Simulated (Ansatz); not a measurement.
# InCuW in the AlB2 type: lattice stability ahead of a resistivity run, part 2 of 3

The plan: relax InCuW in the AlB2 type, check its phonons, and, if the lattice is stable, compute its Eliashberg function and ρ(T).

Ansatz 0.2.0; DFT PBE, scalar-relativistic, plane waves, PAW; PAW set soft_1.

So far. Step 2 (Relaxing cell and atoms): The largest force is now zero by symmetry and the largest stress component 0.0012 GPa. Step 3 (Tight relaxation): The largest force is now zero by symmetry and the largest stress component 0.0051 GPa, small enough for phonons. The relaxed cell has a = 4.485, c = 2.836 Å (conventional setting).

The structure was built from a prototype and need not be the compound's stable phase.

**4. Phonons: q 2×2×2, k 4×4×6**

Before any scattering is computed, the phonons show whether the structure is a minimum.

input.yaml reads:

```yaml
crystal:
  lattice:
    - [4.4845060147, 0.0, 0.0]
    - [-2.2422530074, 3.8836961321, 0.0]
    - [0.0, 0.0, 2.8361911267]
  atoms:
    - { symbol: W, position: [0.0, 0.0, 0.0] }
    - { symbol: In, position: [0.3333333333, 0.6666666667, 0.5] }
    - { symbol: Cu, position: [0.6666666667, 0.3333333333, 0.5] }
kpoints:
  mp_grid: { grid: [4, 4, 6] }
hamiltonian:
  xc: pbe
  pseudopotentials: { kind: paw, azcp: { folder: soft_1 } }
scf:
  occupations: { method: methfessel_paxton, width: 0.2 }
output:
  eigenvalues: true
phonons:
  method: dfpt
  qmesh: [2, 2, 2]
  temperatures: { t_max: 1000, t_step: 50 }
  qpath:
    path:
      - [[0.0, 0.0, 0.0], [0.5, 0.0, 0.0], [0.33333333, 0.33333333, 0.0], [0.0, 0.0, 0.0], [0.0, 0.0, 0.5], [0.5, 0.0, 0.5], [0.33333333, 0.33333333, 0.5], [0.0, 0.0, 0.5]]
      - [[0.5, 0.0, 0.5], [0.5, 0.0, 0.0]]
      - [[0.33333333, 0.33333333, 0.5], [0.33333333, 0.33333333, 0.0]]
    npoints: 10
```

Run with:

```console
> ansatz run input.yaml --threads 4 --pin off --max-ram 12288MiB --backend cpu --events-out ev --progress --plain --runs-dir out
```

Numbers of over 12 decimals in the logs are rounded to 6 here.

The log of the run:

```text
Warning: phonons: the dynamical matrix that this run interpolates holds no multipole term above the dipole-dipole one, and a site of this crystal is no centre of inversion, so its interpolated transverse optical and acoustic branches and sound speeds can stay off near Gamma, and the density of states and the thermodynamics with them. What a run solves at a wave vector of phonons.qpoints, Gamma apart, where the deck admits one, is free of this, and under fd what a larger phonons.supercell samples
[...]
Crystal: 3 atoms, lattice volume = 49.396 Å³
Basis set: ecut = 420 eV, 963 PW (Γ), exchange–correlation on 60×60×40 points (8 copies of the dense FFT grid, shifted against one another)
Bands: 28, of which v1, the nominal top of the filled ones, is band 23 counted from 1 (22 counted from 0)
Symmetry: 12 space group operations
k-points: 16 of 96 (time reversal used)
[...]
SCF iter   1: F=—  HF=-22608.434096 eV  |F-HF|=—  |Δ(HF+E_count)|=         —  Δρ=1.39e-1  dr2=7.15e0  ethr=3.10e-3  ⟨swp⟩=4.6  Hψ=1560  notcnv=0
[...]
SCF iter  11: F=-22607.154334 eV  HF=-22607.154334 eV  |F-HF|=1.09e-11  |Δ(HF+E_count)|=  1.46e-11  S|Δr|=    0.00e0  Δρ=1.24e-7  dr2=4.62e-12  ethr=1.00e-12  ⟨swp⟩=5.6  Hψ=1882  notcnv=0
SCF 1 converged in 11 iterations: F = -22607.154334 eV  dr2 = 4.62e-12
[...]
SCF iter   1: F=—  HF=-22607.154347 eV  |F-HF|=—  |Δ(HF+E_count)|=         —  Δρ=5.09e-7  dr2=7.50e-11  ethr=1.12e-8  ⟨swp⟩=3.1  Hψ=2880  notcnv=0
eigensolver tolerance schedule: the retry pair's looser diagonalisation over-reported the residual by 68626.09 of it (diagonalisation noise at 0.33 of the residual, at the tolerance the schedule requests for it); recorded, not acted on — ethr = c·dr2/N_el stays at c = 1.0e-1
[...]
SCF iter   2: F=—  HF=-22607.154334 eV  |F-HF|=—  |Δ(HF+E_count)|=   1.32e-5  S|Δr|=    0.00e0  Δρ=4.66e-7  dr2=6.11e-11  ethr=1.00e-12  ⟨swp⟩=3.0  Hψ=982  notcnv=0
[...]
SCF iter   4: F=-22607.154334 eV  HF=-22607.154334 eV  |F-HF|=3.64e-12  |Δ(HF+E_count)|=  3.64e-12  S|Δr|=    0.00e0  Δρ=4.98e-8  dr2=1.70e-12  ethr=1.00e-12  ⟨swp⟩=2.8  Hψ=1042  notcnv=0
SCF 2 converged in 4 iterations: F = -22607.154334 eV  dr2 = 1.70e-12
phonons: the bands overlap, so this run is a metal and interpolates without the dipole-dipole term. If the crystal is really an insulator or semiconductor, its LO-TO splitting is missing
NSCF: frozen V_eff on 16 k-points
[...]
DFPT response loops at q = (0, 0, 0) (fractional): preconditioner auto → Kerker (q_TF=auto, 2.696 Å⁻¹) (partly filled bands, converged f_vac=0.000); β = 1.00, the filter's whole step (`scf.mixing.beta` (0.50) is not read by the response loops under this deck's `scf.mixing.preconditioner`; to damp them name `kerker` or `kerker_dos`, under which they read `scf.mixing.beta`, and type it under 1.00, their step now; both keys bind the ground state too); Broyden in place of MSR1
[...]
SCF converged after 11 iterations
Stability not checked: this state was not tested for a lower state beside it, because cold or Methfessel-Paxton smearing, or corrected tetrahedra, fill the levels in a way that the test cannot read (fill_not_monotonic; see scf.lower_state_search)
Free energy (F): -22607.154334 eV
[...]
Internal energy: -22607.145731 eV  (E = F + TS)
E sigma→0 (E₀):  -22607.152183 eV
Entropy (-TS):   -0.008603 eV (-2.868 meV/atom)
Fermi energy:    16.648925 eV
[...]
--- Band table (eV; the first three rows and the last of 16) ---
  k-point 0: bands = [... 19 lower, 14.0926, 14.1805, 14.1805, 18.4562, 18.7798, 18.7798, 19.8557, 19.8557, ... 1 higher]
  k-point 1: bands = [... 19 lower, 14.8432, 14.8432, 14.9481, 17.2005, 17.2005, 18.7461, 21.5898, 21.6741, ... 1 higher]
  k-point 2: bands = [... 19 lower, 15.7651, 15.9060, 15.9060, 16.1389, 16.1389, 19.7101, 20.0012, 21.6358, ... 1 higher]
  k-point 15: bands = [... 19 lower, 14.4928, 14.8428, 15.3483, 15.8405, 17.3546, 18.6427, 19.8325, 20.2217, ... 1 higher]
--- Phonons (Γ-DFPT): 6 representative perturbations + reference (Σ response iterations 19) ---
  ASR residual: 1.172e-4 → 0.000e0 eV/Å²; symmetrization residual: 2.363e-5 eV/Å²
  ASR residual per site (eV/Å²): 1.09e-4 3.91e-5 1.17e-4
  Γ frequencies (cm⁻¹): 0.00 0.00 0.00 50.61 109.82 138.64 138.64 215.30 215.30
--- Phonons (arbitrary-q DFPT): 4 irreducible q on the 2×2×2 mesh ---
  q = [0.0000, 0.0000, 0.0000] (star 1, of the zone-centre solve; hermiticity 4.31e-6, symmetrization 2.73e-10): -0.00 0.00 0.00 50.61 109.82 138.64 138.64 215.30 215.30
  q = [0.0000, 0.0000, -0.5000] (star 1, 6 solved perturbations in 132 linear systems a pass and spin channel, the states on 28 of 96 k-point pairs; hermiticity 3.74e-6, symmetrization 6.65e-8): -6.60 69.75 96.71 96.71 110.48 110.48 205.36 205.36 207.69
  q = [0.0000, -0.5000, 0.0000] (star 3, 9 solved perturbations on 28 of 96 k-point pairs; hermiticity 2.15e-6, symmetrization 2.64e-10): 46.49 50.69 71.87 90.04 92.10 105.33 142.16 190.90 224.59
[...]
sum rule: each row above includes the acoustic sum rule's correction from the zone centre's row sums; it moved no ω² by more than (0.71 cm⁻¹)²
  mesh force constants: q→R imaginary residual 2.28e-17; ASR residual 1.172e-4 → 0.000e0 eV/Å²; symmetrization residual 1.243e-14 eV/Å²
  interpolated dispersion: 93 rows × 9 modes
  density of states and harmonic sums: on the 16×16×22 q-mesh, interpolated from the force constants of a 2×2×2 supercell (no non-analytic term)
  largest difference from the sums on the solved wave vectors: F 1.37e-1 eV, S 1.84e-4 and C_V 4.68e-5 eV/K
  zero-point energy: 0.067239 eV/cell   skipped modes (ω ≤ 0): 123, of them read as no rigid motion or as one in doubt: 120 (3.320e-1 modes/cell left out, lowest -51.49 cm⁻¹)   left out of the sums: 3.70e-2 of the cell's modes: C_V's classical limit lies that fraction below 3 k_B per atom; for a crystal, a wire or a layer, F and S can be off by more, and a phonons.interpolated_qmesh denser along its periods is the remedy for the sampling
```

Wall time 38 s (4 threads of Arm Neoverse V1, shared host); peak memory 0.56 GiB.

The column dr2 measures how far the density is from self-consistency, as an energy; F and HF (Harris–Foulkes) agree once it is small.

Numbers from this step:

| Item | Value |
| --- | --- |
| share of imaginary modes in the plain interpolation between solved wavevectors | 0.0363 |
| highest frequency, solved or plainly interpolated | 224.6 cm⁻¹ |

Solved on the 2×2×2 mesh alone; all other wavevectors are interpolated. Phonon branches along the path, in cm⁻¹:

```csv
point,branch 1,branch 2,branch 3,branch 4,branch 5,branch 6,branch 7,branch 8,branch 9
Γ,0,0,0,51,110,139,139,215,215
halfway,25,42,53,77,103,124,129,207,220
M,46,51,72,90,92,105,142,191,225
halfway,50,55,73,86,87,98,155,189,223
K,60,60,71,78,80,96,170,182,221
halfway,28,48,53,85,101,117,132,205,220
Γ,0,0,0,51,110,139,139,215,215
halfway,42,58,58,63,131,131,160,210,210
A,-7,70,97,97,110,110,205,205,208
halfway,-38,74,89,117,121,122,199,208,208
L,-41,78,80,122,133,140,190,210,210
halfway,-48,78,87,122,134,144,181,210,214
H,-52,78,91,123,135,152,171,211,217
halfway,-42,75,89,119,125,126,195,209,210
A,-7,70,97,97,110,110,205,205,208
jump to L,-41,78,80,122,133,140,190,210,210
halfway,44,69,71,103,116,140,164,191,218
M,46,51,72,90,92,105,142,191,225
jump to H,-52,78,91,123,135,152,171,211,217
halfway,32,70,87,96,103,162,172,172,219
K,60,60,71,78,80,96,170,182,221
```

The phonon branches as a text plot (rows in cm⁻¹):

```
    219 |*******************            *****      **************
    207 | ***        **     ***********************      **
    196 |    ***   **          *   ****      **  ********  *
    184 |       ***           *        **  **      **       *  **
    173 |         *          *           **              ********
    161 |        * *                                      **
    150 |      **   *                   ****         **  *   *
    138 |**  **        ******        ********    ***** **
    127 |  **        **    * **     **********   ***  *  **   *
    115 |*  **       *  ***    *******       *********    ***  *
    104 | *** ***   ****         **            **   * ***   *   *
     92 |    ********           ****    *********    **********
     81 |   *   **** *        **    *********    ***     **  ****
     69 |  * **** **  *      *******         ****  ******  ******
     58 |   *   *******   ***                        ***      ***
     46 |********  *** ***  *                           *    *
     35 |  **         **  ** **
     23 | **         ******    *                    *
     12 |**            ***      *
      0 |*              *
    -11 |                        *              *  *        *
    -23 |                                      *
    -34 |                         ***         *  **        *
    -46 |                            *********           **
         Γ    M   K     Γ       A     L   H    A|L     M|H      K
```

Lowest modes at the softest wavevector of the mesh. Modes at q = (0.000, 0.500, 0.500), with each element's share of the kinetic energy (negative means imaginary):

```csv
mode,frequency (cm⁻¹),W %,In %,Cu %
1,-41.2,92,8,0
2,78.0,1,0,99
3,80.3,0,58,42
4,121.7,90,9,1
5,132.6,100,0,0
6,140.2,5,57,38
```

Displacements in mode 1 (-41.2 cm⁻¹), the largest set to 1, in the home cell:
```
W1  0.00 0.00 1.00
In2 0.00 0.38 0.00
Cu3 0.00 0.00 0.00
```

Displacements in mode 4 (121.7 cm⁻¹), the largest set to 1, in the home cell:
```
W1  0.00 1.00 0.00
In2 0.00 0.00 0.39
Cu3 0.00 0.00 0.17
```

Among the solved wavevectors the lowest mode, translations apart, is -41.2 cm⁻¹, imaginary.

**5. Phonons by linear response: q 3×3×2, k 6×6×8**

An imaginary mode on so few k-points may come from the sampling, so the phonons are repeated with another q and k mesh.

Edit input.yaml of step 4 so:

```diff
@@ -10,3 +10,3 @@
 kpoints:
-  mp_grid: { grid: [4, 4, 6] }
+  mp_grid: { grid: [6, 6, 8] }
 hamiltonian:
@@ -20,3 +20,3 @@
   method: dfpt
-  qmesh: [2, 2, 2]
+  qmesh: [3, 3, 2]
   temperatures: { t_max: 1000, t_step: 50 }
```

The log of the run:

```text
[...]
Crystal: 3 atoms, lattice volume = 49.396 Å³
Basis set: ecut = 420 eV, 963 PW (Γ), exchange–correlation on 60×60×40 points (8 copies of the dense FFT grid, shifted against one another)
Bands: 28, of which v1, the nominal top of the filled ones, is band 23 counted from 1 (22 counted from 0)
Symmetry: 12 space group operations
k-points: 35 of 288 (time reversal used)
[...]
SCF iter   1: F=—  HF=-22608.417106 eV  |F-HF|=—  |Δ(HF+E_count)|=         —  Δρ=1.38e-1  dr2=7.08e0  ethr=3.10e-3  ⟨swp⟩=4.5  Hψ=3416  notcnv=0
[...]
SCF iter  11: F=-22607.146811 eV  HF=-22607.146811 eV  |F-HF|=3.64e-12  |Δ(HF+E_count)|=    0.00e0  S|Δr|=    0.00e0  Δρ=2.11e-7  dr2=9.34e-12  ethr=1.00e-12  ⟨swp⟩=6.2  Hψ=4228  notcnv=0
SCF 1 converged in 11 iterations: F = -22607.146811 eV  dr2 = 9.34e-12
[...]
SCF iter   3: F=-22607.146811 eV  HF=-22607.146811 eV  |F-HF|=0.00e0  |Δ(HF+E_count)|=    0.00e0  S|Δr|=    0.00e0  Δρ=1.04e-7  dr2=2.74e-12  ethr=1.00e-12  ⟨swp⟩=1.9  Hψ=2521  notcnv=0
SCF 2 converged in 3 iterations: F = -22607.146811 eV  dr2 = 2.74e-12
[...]
SCF converged after 11 iterations
[...]
Free energy (F): -22607.146811 eV
[...]
Internal energy: -22607.141987 eV  (E = F + TS)
E sigma→0 (E₀):  -22607.145605 eV
Entropy (-TS):   -0.004824 eV (-1.608 meV/atom)
Fermi energy:    16.652122 eV
[...]
--- Band table (eV; the first three rows and the last of 35) ---
  k-point 0: bands = [... 19 lower, 14.1380, 14.1866, 14.1866, 18.4532, 18.8032, 18.8032, 19.8653, 19.8653, ... 1 higher]
  k-point 1: bands = [... 19 lower, 14.6223, 14.6223, 14.6277, 17.6668, 17.6668, 18.6131, 21.1283, 21.1283, ... 1 higher]
  k-point 2: bands = [... 19 lower, 15.4128, 15.4128, 15.7947, 16.4839, 16.4839, 19.1216, 20.1164, 22.2624, ... 1 higher]
  k-point 34: bands = [... 19 lower, 14.4596, 14.9290, 15.4385, 16.2218, 17.4315, 18.9277, 18.9779, 19.6922, ... 1 higher]
[...]
ASR residual: 8.466e-5 → 0.000e0 eV/Å²; symmetrization residual: 2.999e-5 eV/Å²
  ASR residual per site (eV/Å²): 8.47e-5 7.45e-5 5.48e-5
  Γ frequencies (cm⁻¹): 0.00 0.00 0.00 46.60 107.82 133.02 133.02 213.37 213.37
--- Phonons (arbitrary-q DFPT): 6 irreducible q on the 3×3×2 mesh ---
[...]
interpolated dispersion: 93 rows × 9 modes
[...]
```

Elapsed: 2.5 min, on 4 threads; peak memory 0.75 GiB; 9.5 min of CPU time.

This step gave:

```
share of imaginary modes in the plain interpolation between solved wavevectors : 0.045
highest frequency, solved or plainly interpolated                              : 223.5 cm⁻¹
```

Solved on the 3×3×2 mesh alone; all other wavevectors are interpolated. The phonon branches at the labelled points (cm⁻¹):

```
    point  branch 1  branch 2  branch 3  branch 4  branch 5  branch 6  branch 7  branch 8  branch 9
        Γ         0         0         0        47       108       133       133       213       213
  halfway        28        43        51        81       102       122       128       203       219
        M        42        46        69        90        96       109       141       190       224
  halfway        41        49        69        82        86       105       156       189       223
        K        50        52        59        72        78       104       170       184       222
  halfway        29        48        52        89       100       113       134       201       220
        Γ         0         0         0        47       108       133       133       213       213
  halfway        29        63        65        65       132       132       160       209       209
        A       -47        76        94        94       130       130       204       204       209
  halfway       -48        76        87       113       122       125       196       207       210
        L       -38        79        80        92       119       138       188       210       211
  halfway       -50        80        88        93       114       142       178       212       214
        H       -57        81        93        96       107       152       165       212       216
  halfway       -49        77        88       110       122       126       192       209       210
        A       -47        76        94        94       130       130       204       204       209
jump to L       -38        79        80        92       119       138       188       210       211
  halfway        41        65        68        90       112       137       164       189       217
        M        42        46        69        90        96       109       141       190       224
jump to H       -57        81        93        96       107       152       165       212       216
  halfway        -6        68        71        84        97       162       170       171       219
        K        50        52        59        72        78       104       170       184       222
```

The phonon branches as a text plot (rows in cm⁻¹):

```
    218 |******************             *****      **************
    206 | ***        ***   **************   *******      **
    194 |    ****  **         *    ***       **    ******  *
    183 |        **                   ***   *    ****       * ***
    171 |        **          *           ***             ********
    159 |       *  *                                     ***
    148 |      *    *       *           ****         ***     *
    136 |*** **      ************    ***    *    *****  *
    124 | ***         *    *     ******      *****    *       *
    112 |*  ****     * ****       ***  ********   *******      **
    101 | ***** *******          *   *   ****  **       *****
     89 |   *****  ***         ****** **************************
     77 |       ****  *      ************************    ********
     66 |  * ***** **        **                     *****    *
     54 | * *   *******   ***                        ***      ***
     42 |********* * ***** **                          **     *
     31 | * *       **    *                         *        *
     19 |***          ****
      7 |*              *
     -4 |                    *
    -16 |                                          *
    -28 |                     *                   *         *
    -40 |                      **    ***         *         *
    -51 |                        ****   *********        **
         Γ    M   K     Γ       A     L   H    A|L     M|H      K
```

Lowest modes at the softest wavevector of the mesh. Modes at q = (-0.333, -0.333, 0.500), with each element's share of the kinetic energy (negative means imaginary):

```csv
mode,frequency (cm⁻¹),W %,In %,Cu %
1,-57.1,76,20,4
2,81.4,0,0,100
3,93.1,21,36,43
4,95.9,100,0,0
5,106.6,91,9,0
6,152.1,0,100,0
```

Displacements in mode 1 (-57.1 cm⁻¹), the largest set to 1, in the home cell (x, y, z of the real part, then of the imaginary part):
```
W1   0.00  0.00  1.00  0.00  0.00  0.00
In2  0.00  0.46  0.00 -0.46  0.00  0.00
Cu3 -0.24 -0.14  0.00 -0.14  0.24  0.00
```

Displacements in mode 4 (95.9 cm⁻¹), the largest set to 1, in the home cell (x, y, z of the real part, then of the imaginary part):
```
W1   0.87  0.50  0.00 -0.50  0.87  0.00
In2  0.00  0.00  0.00  0.00  0.00  0.00
Cu3  0.00  0.00  0.06  0.00  0.00  0.00
```

The modes has structure finer than the step of the table below, so its rows give means over 10 cm⁻¹, whole bins alone (the curve runs from -66.7 to 240 cm⁻¹). Peaks (cm⁻¹: height): Cu 51.0: 0.0283, 76.1: 0.0465, 130.1: 0.0188, 189.9: 0.0235, 215.0: 0.0361; In 45.2: 0.0121, 89.6: 0.0219, 130.1: 0.0213, 149.4: 0.0179, 166.8: 0.0145, 195.7: 0.0301, 209.2: 0.0421; W -45.5: 0.0163, 43.3: 0.0202, 62.6: 0.0213, 93.5: 0.0536.

Phonopy on the run's constants, 15x15x19 mesh, Gaussian sigma 2.2 cm⁻¹. Table of modes by wavenumber; means over each step; values in 1/cm⁻¹/cell:

| wavenumber (cm⁻¹) | Cu | In | W |
| --- | --- | --- | --- |
| -60 | 2.7e-5 | 1.3e-4 | 5.4e-4 |
| -50 | 3.9e-4 | 0.00148 | 0.0101 |
| -40 | 3.9e-4 | 0.00155 | 0.0120 |
| -30 | 2.1e-4 | 8.0e-4 | 0.00552 |
| -20 | 2.0e-4 | 6.5e-4 | 0.00514 |
| -10 | 7.6e-5 | 2.2e-4 | 0.00115 |
| 0 | 2.0e-5 | 5.6e-5 | 2.9e-4 |
| 10 | 1.5e-4 | 3.9e-4 | 0.00169 |
| 20 | 6.2e-4 | 0.00137 | 0.00523 |
| 30 | 0.00170 | 0.00363 | 0.00956 |
| 40 | 0.00529 | 0.00931 | 0.0176 |
| 50 | 0.0236 | 0.00817 | 0.0132 |
| 60 | 0.0241 | 0.00797 | 0.0174 |
| 70 | 0.0343 | 0.00931 | 0.0136 |
| 80 | 0.0299 | 0.0142 | 0.0108 |
| 90 | 0.0110 | 0.0199 | 0.0348 |
| 100 | 0.00612 | 0.0117 | 0.0360 |
| 110 | 0.00762 | 0.0112 | 0.0327 |
| 120 | 0.00781 | 0.00992 | 0.0287 |
| 130 | 0.0168 | 0.0190 | 0.0231 |
| 140 | 0.0146 | 0.0152 | 0.00483 |
| 150 | 0.00747 | 0.0131 | 0.00324 |
| 160 | 0.00409 | 0.00395 | 0.00110 |
| 170 | 0.00365 | 0.00880 | 0.00130 |
| 180 | 0.00774 | 0.0131 | 0.00147 |
| 190 | 0.0203 | 0.0250 | 0.00291 |
| 200 | 0.0165 | 0.0256 | 0.00208 |
| 210 | 0.0281 | 0.0383 | 0.00204 |
| 220 | 0.0266 | 0.0250 | 0.00193 |
| 230 | 9.2e-4 | 9.1e-4 | 8.4e-5 |

No LO-TO term; unit eigenvectors of the mass-weighted matrix. The modes at Γ (shares of kinetic energy by element, %):

```csv
mode,frequency (cm⁻¹),symmetry,W %,In %,Cu %
1,0.0,unnamed,51,32,18
2,0.0,unnamed,51,32,18
3,0.0,unnamed,51,32,18
4,46.6,A2'',4,16,79
5,107.8,A2'',45,52,3
6,133.0,E',48,21,32
7,133.0,E',48,21,32
8,213.4,E',2,48,51
9,213.4,E',2,48,51
```

Displacements in mode 4 (46.6 cm⁻¹), the largest set to 1:
```
W1   0.00  0.00 -0.13
In2  0.00  0.00 -0.34
Cu3  0.00  0.00  1.00
```

Displacements in mode 9 (213.4 cm⁻¹), the largest set to 1:
```
W1   0.11  0.00  0.00
In2 -0.72  0.00  0.00
Cu3  1.00  0.00  0.00
```

Among the solved wavevectors the lowest mode, translations apart, is -57.1 cm⁻¹, imaginary.

(Part 2 of 3 ends here.)

[Logs are printed without paths, hosts, clocks, repeated set-up lines and the standing remarks that a program may print on its own settings, such as how far it seeks lower states.]

[Hosts, paths, dates, database ids (printed as entryN), source tags and the programs' standing remarks are cut or masked in the printed files.]
